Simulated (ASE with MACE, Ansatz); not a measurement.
# Adsorption of dichlorosilane on Ru(0001): energy and structure

How much energy does the adsorption of dichlorosilane on Ru(0001) release or cost, and how far does that hang on the level of theory?

Calculated with Ansatz 0.2.0: Kohn-Sham DFT, PBE+D3(BJ), PAW (set soft_2), plane waves; cutoff 420 eV, fermi-dirac smearing of 0.1 eV (for the slabs). Every cell is relaxed with this functional, then solved at fixed geometry with r2SCAN+D4 and PBE+D3(BJ) on a denser mesh. Cutoffs: 420 eV for PBE+D3(BJ); 500 eV for r2SCAN+D4.

**The cells**

The cell holds 36 atoms: 36 Ru. Its edges and angles: a = 8.160 Å, b = 8.160 Å, c = 22.435 Å, α = 90.0°, β = 90.0°, γ = 60.0°. It derives from Ru (Ru(0001)). The starting structure: Hcp Ru(0001), 3 x 3 cells, four layers (lattice constants typed as starting values near PBE's), about 15 Å of vacuum, lower atoms held. Vacuum lies along c. 18 atoms are held.

- Dichlorosilane on Ru(0001): one whole molecule of dichlorosilane lowered over a top site, eased by MACE.

Molecules sit alone in boxes of 13 to 14 Å, at Γ at every level, with a smearing of 0.01 eV.

The input of the single point on the relaxed bare surface:

```yaml
crystal:
  lattice:
    - [8.16, 0.0, 0.0]
    - [4.08, 7.06677, 0.0]
    - [0.0, 0.0, 22.435]
  atoms:
    - { symbol: Ru, position: [0.88889, 0.22222, 0.04457] }
    - { symbol: Ru, position: [0.22222, 0.22222, 0.04457] }
    - { symbol: Ru, position: [0.55556, 0.22222, 0.04457] }
    - { symbol: Ru, position: [0.88889, 0.55556, 0.04457] }
    [... 30 atom lines left out ...]
    - { symbol: Ru, position: [0.33333, 0.66667, 0.32649] }
    - { symbol: Ru, position: [0.66667, 0.66667, 0.32649] }
kpoints:
  mp_grid: { grid: [3, 3, 1] }
hamiltonian:
  xc: pbe
  dispersion: d3bj
scf:
  occupations: { method: fermi_dirac, width: 0.1 }
output:
  forces: true
  populations: true
  dos:
    method: { smearing: { sigma: 0.08 } }
    de: 0.1
    projected:
      site_lists:
        Ru: [Ru]
        slab: [... 36 sites ...]
  eigenvalues: true
  write_density: true
  write_potential: true
  volumetric_format: npy
```

| cell | formula | k-mesh | relaxation steps | gain on relaxing (eV) | free energy, PBE+D3(BJ) (eV) | time of its runs on this page |
| --- | --- | --- | --- | --- | --- | --- |
| Ru(0001) | Ru36 | 3×3×1 | 4 | 0.22 | -211630.513 | 18 s |
| dichlorosilane on Ru(0001) | SiH2Ru36Cl2 | 3×3×1 | 39 | 3.47 | -214463.820 | 81 s |
| dichlorosilane | SiH2Cl2 | 1×1×1 | 4 | 0.04 | -2829.789 | 9.1 s |

**Reaction energies**

Products less reactants, from the free energies above and their like at the other levels, in eV; negative values release energy:

| change | PBE+D3(BJ) | r2SCAN+D4 | PBE+D3(BJ), denser mesh |
| --- | --- | --- | --- |
| adsorption of dichlorosilane | -3.52 | -3.28 | -3.52 |

Worked for the first row at PBE+D3(BJ): (-214463.820) − (-211630.513) − (-2829.789) = -3.518 eV (from unrounded energies).

**What the relaxations did**

Bonds are pairs closer than 1.18 times the sum of covalent radii; a bond counts as made or broken only if it crosses from under that bound to over 1.3 times, or back. All concern the added atoms.

| cell | bonds to the surface at the end | nearest contact (Å) | made in DFT | broken in DFT | largest move (Å) |
| --- | --- | --- | --- | --- | --- |
| dichlorosilane on Ru(0001) | 4 H–Ru, 2 Ru–Si and 1 Cl–Ru | H–Ru 1.68 | 4 H–Ru, 2 Ru–Si and 1 Cl–Ru | 2 H–Si | 5.58 |

**Findings**

The change releases 3.52 eV at PBE+D3(BJ). The molecule has lost 2 of its 4 bonds, so the adsorption is dissociative. At the same geometries the levels give -3.52 (PBE+D3(BJ)) to -3.28 eV (r2SCAN+D4) and the denser mesh leaves it within 0.01 eV. Bonds broke during the DFT relaxation of dichlorosilane on Ru(0001), so its name describes the start, not the end.

Limits: These are static energies with no barriers, zero-point energy or heat. Where a gas molecule is taken up, its entropy is lost, which at room temperature and above is worth several tenths of an eV to over 1 eV a molecule and isn't counted. All slabs, the starting one too, were first eased by a machine-learned potential, and one starting arrangement a cell was relaxed; others may lie lower. Only one face is changed, and the cells carry no dipole correction. Levels with D3 or D4 differ in the size of their dispersion terms as well as in the functional. Pairwise D3 takes no account of screening in a metal. In some runs the program notes that positions were snapped to a detected symmetry and the exchange-correlation potential is rough where the density is thin.

[Logs are printed without paths, hosts, clocks, repeated set-up lines and the standing remarks that a program may print on its own settings, such as how far it seeks lower states.]

[Hosts, paths, dates, database ids (printed as entryN), source tags and the programs' standing remarks are cut or masked in the printed files.]
